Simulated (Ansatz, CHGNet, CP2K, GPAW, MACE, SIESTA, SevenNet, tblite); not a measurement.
# Liquid Cu at 1420 K (97 atoms) in SIESTA

How do the settings of SIESTA change the result for liquid Cu at 1420 K (97 atoms)? A plane-wave run serves as the yardstick.

Method: the method is named at each step, in SIESTA 5.4.2.

In doubt: a PseudoDojo file used here is known to give poor structures and forces (steps 2, 3), which bears on pressures, cells, forces and phonons.

### Step 1. Set-up

The cell holds 97 atoms: 97 Cu. Its edges and angles: a = 10.871 Å, b = 10.871 Å, c = 10.871 Å, α = 90.0°, β = 90.0°, γ = 90.0°. 97 atoms (97 Cu) placed at random at 7.97 g/cm³, melted at 1920 K for 20 ps at fixed volume with the EAM Cu potential (Mishin et al., Phys. Rev. B 63, 224106 (2001)). Snapshot at the end of a hold of 20 ps at 1420 K and fixed volume. The starting density is a measured one. Then every atom was moved at random, 0.05 Å r.m.s. a Cartesian component.

The yardstick, on the same geometry:

```
method                 : Kohn-Sham DFT, PBE, PAW, plane waves (Ansatz 0.2.0); cutoff 420 eV, Γ point, fermi-dirac smearing of 0.05 eV; PAW set soft_2
r.m.s. force component : 1.091 eV/Å
longest force          : 4.877 eV/Å
pressure               : 3.306 GPa
SCF cycles             : 12
time                   : 1.8 min on 4 threads of Arm Neoverse V1, shared host
CPU time               : 7 min
```

### Step 2. PBE, DZP, shift 0.01 Ry, mesh 500 Ry

Method: Kohn-Sham DFT, PBE, PseudoDojo 0.4.1 norm-conserving pseudopotentials (converted to PSML), numerical atomic orbitals (DZP), diagonalisation.

The .psml files are PseudoDojo norm-conserving potentials that we converted to this format, checked against plane waves on the same files for H, C, O, Si, Ge and Ca alone.

input.fdf reads:

```
SystemLabel cell
NumberOfAtoms 97
NumberOfSpecies 1
%block ChemicalSpeciesLabel
  1 29 Cu
%endblock ChemicalSpeciesLabel
LatticeConstant 1.0 Ang
%block LatticeVectors
  10.87110 0.00000 0.00000
  0.00000 10.87110 0.00000
  0.00000 0.00000 10.87110
%endblock LatticeVectors
PAO.BasisSize DZP
PAO.EnergyShift 0.01 Ry
XC.Functional GGA
XC.Authors PBE
MeshCutoff 500 Ry
%block kgrid_Monkhorst_Pack
  1 0 0 0.0
  0 1 0 0.0
  0 0 1 0.0
%endblock kgrid_Monkhorst_Pack
SolutionMethod diagon
OccupationFunction FD
ElectronicTemperature 580 K
SCF.Mixer.Method Pulay
SCF.Mixer.Weight 0.05
SCF.Mixer.History 8
SCF.Mix Hamiltonian
MaxSCFIterations 300
SCF.DM.Tolerance 1e-04
SCF.H.Tolerance 1.0e-3 eV
WriteForces T
Write.HirshfeldPop T
Write.VoronoiPop T
Write.DM F
Write.H F
XML.Write F
AtomicCoordinatesFormat Fractional
%block AtomicCoordinatesAndAtomicSpecies
  0.48977 0.95472 0.19946 1
  0.63278 0.69478 0.19830 1
  0.03166 0.80568 0.41914 1
  0.03437 0.03166 0.46944 1
  0.34930 0.29729 0.57673 1
  0.13437 0.45841 0.49132 1
  0.62363 0.84118 0.82171 1
  0.79658 0.09425 0.04447 1
  0.30271 0.52352 0.96791 1
  0.09512 0.48430 0.11017 1
  0.24997 0.16428 0.76108 1
  0.07539 0.08043 0.70236 1
  0.86139 0.60276 0.81851 1
  0.91139 0.95370 0.11040 1
  0.11128 0.81922 0.20224 1
  0.95764 0.65179 0.59252 1
  0.92890 0.38211 0.20077 1
  0.76558 0.50614 0.52237 1
  0.23873 0.97632 0.38927 1
  0.72202 0.03124 0.83651 1
  0.24209 0.71472 0.89897 1
  0.86664 0.50977 0.01656 1
  0.01055 0.59731 0.28914 1
  0.06066 0.75169 0.80123 1
  0.81868 0.88065 0.51288 1
  0.53781 0.34441 0.42126 1
  0.24444 0.83857 0.57831 1
  0.82794 0.17748 0.44691 1
  0.58714 0.46766 0.11784 1
  0.22720 0.28045 0.93651 1
  0.30181 0.04166 0.57409 1
  0.23089 0.20620 0.38213 1
  0.05626 0.26778 0.28716 1
  0.23968 0.97570 0.82448 1
  0.34576 0.49855 0.44559 1
  0.09612 0.05219 0.20808 1
  0.23846 0.66316 0.12633 1
  0.45399 0.07534 0.85744 1
  0.74284 0.41355 0.77609 1
  0.44630 0.87837 0.47397 1
  0.29699 0.07410 0.01530 1
  0.94398 0.99006 0.87279 1
  0.48352 0.20339 0.66622 1
  0.57384 0.47700 0.89555 1
  0.87632 0.16187 0.23596 1
  0.39220 0.34799 0.80251 1
  0.83049 0.70388 0.39393 1
  0.19823 0.45755 0.27628 1
  0.84713 0.03766 0.67550 1
  0.19377 0.26062 0.13036 1
  0.65401 0.00113 0.63299 1
  0.12950 0.25941 0.56314 1
  0.72037 0.97540 0.20739 1
  0.61590 0.24976 0.83871 1
  0.45815 0.29776 0.00894 1
  0.82722 0.80867 0.73646 1
[... 37 atom lines left out ...]
  0.43249 0.12828 0.44370 1
  0.20454 0.62531 0.68360 1
  0.91275 0.43875 0.42029 1
  0.64874 0.89436 0.03076 1
%endblock AtomicCoordinatesAndAtomicSpecies
```

The run is started by

```console
OMP_NUM_THREADS=1 mpirun -np 4 siesta < input.fdf > output.txt
```

The program printed:

```text
Version         : 5.4.2
reinit: System Name:
reinit: System Label: cell
initatom: Reading input for the pseudopotentials and atomic orbitals ----------
Species number:   1 Atomic number:   29 Label: Cu
Ground state valence configuration (from tables):   4s01  4p00  3d10  4f00
---- Processing specs for species: Cu
GGA--PBE XC_GGA_X_PBE--XC_GGA_C_PBE pb
Semicore shell(s) with  8 electrons included in the valence for Cu
Semicore shell(s): 3s 3p
Fallback to non-perturbative polarization scheme for Cu
Please see the manual if this is not desired in principle
Cu pseudopotential only contains V_ls up to l=2 -- lmxkb reset.
Using PAO.SplitTailNorm
%block ChemicalSpeciesLabel
    1   29 Cu                      # Species index, atomic number, species label
%endblock ChemicalSpeciesLabel
%block PAO.Basis                 # Define Basis set
Cu                    5                    # Species label, number of l-shells
 n=3   0   1                         # n, l, Nzeta
   2.152
   1.000
 n=4   0   2                         # n, l, Nzeta
   6.292      4.520
   1.000      1.000
 n=3   1   1                         # n, l, Nzeta
   2.384
   1.000
 n=4   1   1                         # n, l, Nzeta
   6.292
   1.000
 n=3   2   2                         # n, l, Nzeta
   4.057      2.474
   1.000      1.000
%endblock PAO.Basis
coor:   Atomic-coordinates input format  =     Fractional
siesta: System type = bulk
initatomlists: Number of atoms, orbitals, and projectors:     97  1843  1746
siesta: ******************** Simulation parameters ****************************
Total number of electrons:  1843.000000
Total ionic charge:  1843.000000
 Kpoints in:            1 . Kpoints trimmed:            1
siesta: k-grid: Number of k-points = 1
siesta: k-points from Monkhorst-Pack grid
siesta: k-cutoff (effective) =     5.436 Ang
siesta: k-point supercell and displacements
siesta: k-grid:     1     0     0      0.000
siesta: k-grid:     0     1     0      0.000
siesta: k-grid:     0     0     1      0.000
                     ====================================
                        Single-point calculation
                     ====================================
outcell: Unit cell vectors (Ang):
       10.871100    0.000000    0.000000
        0.000000   10.871100    0.000000
        0.000000    0.000000   10.871100
outcell: Cell vector modules (Ang)   :   10.871100   10.871100   10.871100
outcell: Cell angles (23,13,12) (deg):     90.0000     90.0000     90.0000
outcell: Cell volume (Ang**3)        :   1284.7555
Gamma-point calculation with multiply-connected orbital pairs
Folding of H and S implicitly performed
Gamma-point calculation with multiply-connected orbital pairs
Folding of H and S implicitly performed
new_DM -- step:     1
Initializing Density Matrix...
Attempting to read DM from file... Failed...
DM filled with atomic data:
InitMesh: MESH = 150 x 150 x 150 = 3375000
InitMesh: Mesh cutoff (required, used) =   500.000   526.184 Ry
stepf: Fermi-Dirac step function
        iscf     Eharris(eV)        E_KS(eV)     FreeEng(eV)     dDmax    Ef(eV) dHmax(eV)
   scf:    1  -495038.358243  -498648.263402  -498649.458742  4.409807  3.507300 42.889339
   scf:    2  -499330.032239  -499133.535134  -499134.582348  1.026146  2.569593 52.791362
   scf:    3  -499464.909944  -499437.307879  -499438.257045  0.433629  2.048677 33.619793
   scf:    4  -500698.234384  -500253.635304  -500254.204610  1.849364 -0.368684 12.893216
   scf:    5  -500334.938116  -500311.661047  -500312.147191  0.398629 -1.001373  2.952592
   scf:    6  -500314.037791  -500313.128705  -500313.614048  0.050572 -1.075489  1.433725
   scf:    7  -500314.627747  -500314.012300  -500314.507768  0.030005 -1.120467  0.986398
   scf:    8  -500315.207013  -500314.674033  -500315.183975  0.029097 -1.136961  0.622562
   scf:    9  -500315.317704  -500315.058738  -500315.584321  0.028473 -1.175977  0.312140
   scf:   10  -500315.146841  -500315.110009  -500315.641335  0.009246 -1.199072  0.184768
   scf:   11  -500315.181642  -500315.150282  -500315.687162  0.012696 -1.221165  0.137461
   scf:   12  -500315.182487  -500315.167691  -500315.708174  0.009893 -1.240827  0.110312
[...]
scf:   19  -500315.189506  -500315.189200  -500315.734514  0.000219 -1.301490  0.003879
   scf:   20  -500315.189586  -500315.189394  -500315.734541  0.000128 -1.301559  0.002787
   scf:   21  -500315.189748  -500315.189573  -500315.734558  0.000169 -1.301608  0.001620
   scf:   22  -500315.189702  -500315.189638  -500315.734565  0.000062 -1.301683  0.001244
   scf:   23  -500315.189729  -500315.189684  -500315.734568  0.000083 -1.301850  0.000496
SCF Convergence by DM+H criterion
max |DM_out - DM_in|         :     0.0000827103
max |H_out - H_in|      (eV) :     0.0004958540
SCF cycle converged after 23 iterations
Using DM_out to compute the final energy and forces
siesta: E_KS(eV) =          -500315.1897
siesta: E_KS - E_eggbox =   -500315.1897
siesta: Atomic forces (eV/Ang):
     1    1.803025    0.077813    0.722356
     2   -0.903867    1.016294    0.469562
     3    1.103892   -0.869385    0.566525
     4   -0.180200    0.708047    0.157438
     5   -3.033972    2.316996   -2.222012
     6   -0.562242    0.788895    0.101236
     7   -0.004828   -0.353614   -0.235527
     8   -1.480261    2.175471   -2.216536
     9    1.107896   -1.329841   -0.045533
    10   -0.570603    0.091296   -1.081703
    11    1.905513    2.192710   -0.660826
    12   -1.334975   -1.816915   -1.120364
[...]
93    0.535481    1.468744   -0.133232
    94    1.099612    0.272446   -1.201125
    95   -0.376979    0.238041   -0.385316
    96    2.519970   -1.124966   -1.156890
    97   -1.613398   -0.284753   -0.282483
----------------------------------------
   Tot   -0.011129   -0.000149   -0.000101
----------------------------------------
   Max    4.870818
   Res    1.123839    sqrt( Sum f_i^2 / 3N )
----------------------------------------
   Max    4.870818    constrained
Stress tensor Voigt[x,y,z,yz,xz,xy] (kbar):        5.38       26.54        7.57       -1.28       -9.08        9.61
(Free)E + p*V (eV/cell)  -500326.2903
Target enthalpy (eV/cell)  -500315.7346
siesta: Program's energy decomposition (eV):
siesta: Ebs     =    -68151.113683
siesta: Eions   =    614054.964571
siesta: Ena     =     29664.393712
siesta: Ekin    =    229514.316119
siesta: Enl     =    -88068.264247
siesta: DEna    =      3914.459521
siesta: DUscf   =       230.149247
siesta: Ex      =    -58428.926313
siesta: Ec      =     -3086.353153
siesta: Exc     =    -61515.279466
siesta: Eharris =   -500315.189729
siesta: Etot    =   -500315.189684
siesta: FreeEng =   -500315.734568
siesta: Final energy (eV):
siesta:  Band Struct. =  -68151.113683
siesta:       Kinetic =  229514.316119
siesta:       Hartree =  165857.362141
siesta:         Exch. =  -58428.926313
siesta:         Corr. =   -3086.353153
siesta:   Exch.-corr. =  -61515.279466
siesta:  Ion-electron = -565776.248912
siesta:       Ion-ion = -268395.339566
siesta:         Total = -500315.189684
siesta:         Fermi =      -1.301850
siesta: Stress tensor (static) (eV/Ang**3):
siesta:     0.003361    0.005999   -0.005667
siesta:     0.005999    0.016564   -0.000802
siesta:    -0.005667   -0.000801    0.004724
siesta: Cell volume =       1284.755460 Ang**3
siesta: Pressure (static):
siesta:                Solid            Molecule  Units
siesta:          -0.00008948          0.00009617  Ry/Bohr**3
siesta:          -0.00821611          0.00882949  eV/Ang**3
siesta:         -13.16366362         14.14639760  kBar
    Orbital volume contribution        =          52.304591 eV
    (Free)E + p_basis*V_orbitals       =     -500263.429977 eV
    (Free)Eharris+ p_basis*V_orbitals  =     -500263.430022 eV
Hirshfeld Atomic Populations:
Atom #   charge [q] valence [e]  Species
     1    -0.003969   19.003969  Cu
     2    -0.005850   19.005850  Cu
     3    -0.011777   19.011777  Cu
     4     0.022511   18.977489  Cu
     5    -0.012813   19.012813  Cu
     6    -0.002331   19.002331  Cu
     7    -0.005586   19.005586  Cu
     8     0.002562   18.997438  Cu
     9     0.016170   18.983830  Cu
    10    -0.010798   19.010798  Cu
    11     0.000963   18.999037  Cu
    12    -0.000423   19.000423  Cu
[...]
--------------------
 Total    -0.000211
Voronoi Atomic Populations:
Atom #   charge [q] valence [e]  Species
[...]
93    -0.010939   19.010939  Cu
    94     0.001599   18.998401  Cu
    95     0.000999   18.999001  Cu
    96    -0.006507   19.006507  Cu
    97     0.006620   18.993380  Cu
--------------------
 Total    -0.000211
```

It took 3 min on 4 MPI ranks of Arm Neoverse V1, shared host; peak memory 2.6 GiB; 12 min of CPU time.

Banners, paths, timers and routine set-up lines are dropped from the logs unmarked, and long logs keep their key lines alone; longer cuts are marked.

Numbers from this run, and their distance from the reference:

```
r.m.s. force component                  : 1.124 eV/Å
r.m.s. difference of force components   : 98.82 meV/Å
longest difference of force vectors     : 416.7 meV/Å
force difference over r.m.s. force      : 9.056 %
slope of forces against the reference's : 1.026
correlation of force components         : 0.9964
pressure                                : -1.316 GPa
pressure difference                     : -4.622 GPa
```

This run lies far from the reference in forces at the same functional.

Local excerpt of 14 atoms (numbers count through the whole input) about Cu23, which has 13 bonded neighbours where the commonest count for Cu is 12; x, y, z are measured from there.

```tsv
atom	x	y	z	distance (Å)	bonds	Hirshfeld charge (e)	Fx	Fy	Fz (eV/Å)
Cu23	0.00	0.00	0.00	0.00	13	0.00	0.45	0.28	0.31
Cu70	-1.80	0.88	-1.41	2.45	11	0.01	0.58	0.87	0.39
Cu96	-1.06	-1.72	1.43	2.48	12	0.00	2.52	-1.12	-1.16
Cu10	0.92	-1.23	-1.95	2.48	12	-0.01	-0.57	0.09	-1.08
Cu47	-1.96	1.16	1.14	2.54	11	0.00	-0.26	-1.02	-0.33
Cu48	2.04	-1.52	-0.14	2.55	11	-0.01	1.20	-0.36	1.51
Cu3	0.23	2.27	1.41	2.68	11	-0.01	1.10	-0.87	0.57
Cu17	-0.89	-2.34	-0.96	2.68	12	0.00	-2.81	2.41	0.37
Cu86	2.30	1.06	1.15	2.78	13	0.01	0.08	-0.33	-0.02
Cu15	1.10	2.41	-0.94	2.81	12	-0.01	-1.60	-0.04	0.94
Cu6	1.35	-1.51	2.20	2.99	13	0.00	-0.56	0.79	0.10
Cu37	2.48	0.72	-1.77	3.13	11	0.00	-0.56	-0.48	0.86
Cu87	0.12	0.95	-2.99	3.14	13	0.01	0.17	0.12	0.45
Cu68	-3.10	-0.85	-0.08	3.21	13	-0.01	0.77	4.65	-0.89
```

Forces lie 9.1 % from the reference's, at 1.7 times its CPU time.

### Step 3. PBE, SZP, shift 0.01 Ry, mesh 500 Ry

Method: Kohn-Sham DFT, PBE, PseudoDojo 0.4.1 norm-conserving pseudopotentials (converted to PSML), numerical atomic orbitals (SZP), diagonalisation.

Changes to input.fdf since step 2:

```diff
@@ -12,3 +12,3 @@
 %endblock LatticeVectors
-PAO.BasisSize DZP
+PAO.BasisSize SZP
 PAO.EnergyShift 0.01 Ry
```

The program printed:

```text
Version         : 5.4.2
reinit: System Name:
reinit: System Label: cell
initatom: Reading input for the pseudopotentials and atomic orbitals ----------
Species number:   1 Atomic number:   29 Label: Cu
Ground state valence configuration (from tables):   4s01  4p00  3d10  4f00
---- Processing specs for species: Cu
GGA--PBE XC_GGA_X_PBE--XC_GGA_C_PBE pb
Semicore shell(s) with  8 electrons included in the valence for Cu
Semicore shell(s): 3s 3p
Fallback to non-perturbative polarization scheme for Cu
Please see the manual if this is not desired in principle
Cu pseudopotential only contains V_ls up to l=2 -- lmxkb reset.
Using PAO.SplitTailNorm
%block ChemicalSpeciesLabel
    1   29 Cu                      # Species index, atomic number, species label
%endblock ChemicalSpeciesLabel
[... lines left out ...]
Total number of electrons:  1843.000000
[... lines left out ...]
stepf: Fermi-Dirac step function
        iscf     Eharris(eV)        E_KS(eV)     FreeEng(eV)     dDmax    Ef(eV) dHmax(eV)
[... lines left out ...]
SCF Convergence by DM+H criterion
[... lines left out ...]
SCF cycle converged after 24 iterations
[... lines left out ...]
   Max    4.804028
[... lines left out ...]
   Max    4.804028    constrained
Stress tensor Voigt[x,y,z,yz,xz,xy] (kbar):       53.01       74.24       56.19       -0.00       -9.34        8.90
[... lines left out ...]
siesta: Program's energy decomposition (eV):
siesta: Ebs     =    -68651.082502
siesta: Eions   =    614054.964571
siesta: Ena     =     29664.393712
siesta: Ekin    =    228717.396406
siesta: Enl     =    -87590.784319
siesta: DEna    =      4165.695179
siesta: DUscf   =       248.927685
siesta: Ex      =    -58347.997923
siesta: Ec      =     -3081.107307
siesta: Exc     =    -61429.105230
siesta: Eharris =   -500278.441177
siesta: Etot    =   -500278.441137
siesta: FreeEng =   -500278.967048
siesta: Final energy (eV):
siesta:  Band Struct. =  -68651.082502
siesta:       Kinetic =  228717.396406
siesta:       Hartree =  165297.101697
siesta:         Exch. =  -58347.997923
siesta:         Corr. =   -3081.107307
siesta:   Exch.-corr. =  -61429.105230
siesta:  Ion-electron = -564468.494444
siesta:       Ion-ion = -268395.339566
siesta:         Total = -500278.441137
siesta:         Fermi =      -1.364607
siesta: Stress tensor (static) (eV/Ang**3):
siesta:     0.033084    0.005553   -0.005832
siesta:     0.005553    0.046339   -0.000003
siesta:    -0.005832   -0.000003    0.035074
siesta: Cell volume =       1284.755460 Ang**3
siesta: Pressure (static):
siesta:                Solid            Molecule  Units
siesta:          -0.00041568         -0.00025454  Ry/Bohr**3
siesta:          -0.03816573         -0.02337048  eV/Ang**3
siesta:         -61.14823802        -37.44364447  kBar
    Orbital volume contribution        =          44.223746 eV
    (Free)E + p_basis*V_orbitals       =     -500234.743302 eV
    (Free)Eharris+ p_basis*V_orbitals  =     -500234.743342 eV
Hirshfeld Atomic Populations:
Atom #   charge [q] valence [e]  Species
     1    -0.007084   19.007084  Cu
     2    -0.003857   19.003857  Cu
     3    -0.009448   19.009448  Cu
[...]
--------------------
 Total    -0.000135
Voronoi Atomic Populations:
Atom #   charge [q] valence [e]  Species
[...]
96    -0.006860   19.006860  Cu
    97     0.007632   18.992368  Cu
--------------------
 Total    -0.000135
```

Wall time 2.2 min (4 MPI ranks); peak memory 2.3 GiB; 8.9 min of CPU time.

Compared with the plane-wave run:

| Property | Result |
| --- | --- |
| r.m.s. force component | 1.149 eV/Å |
| r.m.s. difference of force components | 86.47 meV/Å |
| longest difference of force vectors | 382 meV/Å |
| force difference over r.m.s. force | 7.925 % |
| slope of forces against the reference's | 1.051 |
| correlation of force components | 0.9983 |
| pressure | -6.115 GPa |
| pressure difference | -9.421 GPa |

This is a coarse setting, run to see what it loses.

Against the first run (9.1 %), the force difference from the reference is 7.9 %, at 0.75 times the CPU time, with 1261 basis functions against 1843: size alone doesn't set the difference here.

(Part 1 of 2 ends here.)

[Also dropped from logs without a mark: logging warnings of Python, and SIESTA's first energy breakdown and zero terms.]

[Logs are printed without paths, hosts, clocks, repeated set-up lines and the standing remarks that a program may print on its own settings, such as how far it seeks lower states.]

[Hosts, paths, dates, database ids (printed as entryN), source tags and the programs' standing remarks are cut or masked in the printed files.]
